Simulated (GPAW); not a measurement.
**How the form of the self-energy moves the gap of NiO2 (P-3m1)**

It takes space group P-3m1 (No. 164, trigonal). The conventional cell has a = 2.799 Å, b = 2.799 Å, c = 4.618 Å, α = 90.00°, β = 90.00°, γ = 120.00°. Ni has 6 O at 1.88 Å nearest. Nearest to O lie 3 Ni at 1.88 Å. Farther neighbours and most contacts between anions are not listed.

* method: DFT, LDA, plane waves, PAW (and 3 further levels or steps)
* program: GPAW 26.7.0
* settings of one run: cutoff 600 eV, GPAW PAW setups 1.2.1 data release, 6×6×4 k-mesh, nbands 153
* cost: 6 runs, 6.1 min in all on 4 MPI ranks of Intel Xeon Platinum 8375C at 2.90GHz (Ice Lake), shared host (the runs of this entry)
* notes: This run has no spin polarisation, although Ni can carry a moment. The cell and positions are those that the Materials Project relaxed with its own functionals (PBE, PBE+U or r2SCAN), kept fixed. Bands and cutoff are finite, so the gap is not at the basis limit. The miss can reach some tenths of an eV and take either sign; the mesh is an error of its own. The program warns of a poor linear fit in the extrapolation of some level, so the extrapolated values are rough. The 6×6×4 mesh is coarse for this cell, which bears on the long-range parts of exchange and screening. The runs have no spin polarisation. For a closed low-spin shell that is the natural state; where a d or f shell is open it is a constraint, and the gap is then not the crystal’s own.
* G0W0, Godby-Needs plasmon pole: 2.039 eV
* one-shot HSE06: 3.101 eV
* G0W0, extrapolated in the cutoff: 1.728 eV
* one-shot PBE0: 3.850 eV
* G0W0, full frequency, Hilbert transform: 1.956 eV
* known limits: not at the basis limit; no spin polarisation; d states lean on the start; coarse k mesh

One-shot HSE06: +1.062 eV against G0W0, Godby-Needs plasmon pole. G0W0, extrapolated in the cutoff: −0.311 eV against G0W0, Godby-Needs plasmon pole, at other bands or cutoff, so not like for like.

[Runs of the session that timed out or met a known fault of the program may be left out.]

[Hosts, paths, dates, database ids (printed as entryN), source tags and the programs' standing remarks are cut or masked in the printed files.]
